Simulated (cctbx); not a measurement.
# Symmetry from intensities

Cell: a = 18.8300 Å, b = 8.1620 Å, c = 9.5240 Å, α = 90.00°, β = 118.64°, γ = 90.00°. Expected content of the cell: Pb24 Tb4 Br4 O28.

Simulated single-crystal data (cctbx): synchrotron X-rays, λ = 0.4959 Å, to d = 0.8 Å, 70 % of the full sphere, strongest reflection 20000 counts, noise from counting, a 6 % proportional error and a noise floor of 15 counts (s.d.); no absorption.

A first pass over the reflections prints:

```text
7371 reflections to d = 0.800 A
centring   violations  <I/sigma> of those
    A       1375 of  3712      4.3
    B       1375 of  3708      4.3
    C          0 of  3656     -0.0
    I       1347 of  3690      4.2
    R       1807 of  4925      4.3
    F       1375 of  5538      2.9
Laue class    unique    Rint  (classes that these axes allow; Friedel mates merged)
C 1 2/m 1        1391   0.050
space group    extra absences  I>4sigma  <I/sigma>
C 1 2 1                 0          0         -  acentric
C 1 m 1                 0          0         -  acentric
C 1 2/m 1               0          0         -  centric
Wilson B = 0.77 A^2   <|E^2-1|> = 0.924 (0.968 centric, 0.736 acentric)   E^2>4: 3.5 %
shell (A)         n   <I/sigma>
 8.36 - 1.60    187     13.8
 1.60 - 1.27    179     12.6
 1.27 - 1.11    177     14.3
 1.11 - 1.01    172     13.1
 1.01 - 0.94    163     13.4
 0.94 - 0.88    172     12.3
 0.88 - 0.84    167     11.3
 0.84 - 0.80    174     10.3
```

Q: Read the symmetry from these tables.

The reflections that C centring forbids are absent (⟨I/σ⟩ near 0), so the lattice is C.

Only C 1 2/m 1 fits these axes (Rint 0.050); a search for a hidden higher lattice was not made.

3 settings pass the absence test. No glide or screw absences show, which leaves C 1 2 1, C 1 m 1 and C 1 2/m 1.

⟨|E²−1|⟩ = 0.924 leans to a centrosymmetric structure. The Wilson B of 0.77 Å² means U ≈ 0.0098 Å².

The true group is C2/m (no. 12), Laue class 2/m, centrosymmetric. The tables only narrow the choice to the tied entries; cell content, site symmetry and trial solutions must settle it.

The model is made up (kin elements in a known structure type, no relaxation), so it says nothing on whether the phase exists.

[Logs are printed without paths, hosts, clocks, repeated set-up lines and the standing remarks that a program may print on its own settings, such as how far it seeks lower states.]
